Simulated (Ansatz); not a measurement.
Reflectivity of Zn (P6_3/mmc) at normal incidence (Ansatz, PBEsol, independent particles, without spin-orbit coupling, line width 0.1 eV (Gaussian), carrier damping 0.05 eV):

```tsv
E (eV)	R (%)
1.00	34.1
1.25	69.5
1.50	77.1
1.75	80.4
2.00	85.5
2.25	87.6
2.50	88.5
2.75	89.1
3.00	89.6
3.25	89.9
3.50	90.2
3.75	90.4
4.00	90.6
4.25	90.7
4.50	90.7
4.75	90.8
5.00	90.6
```

Question: What colour would a polished face show in daylight?

Answer: Near white: CIE x = 0.310, y = 0.328, luminous reflectivity 88 % under D65, from the mean over the axes.

[Logs are printed without paths, hosts, clocks, repeated set-up lines and the standing remarks that a program may print on its own settings, such as how far it seeks lower states.]
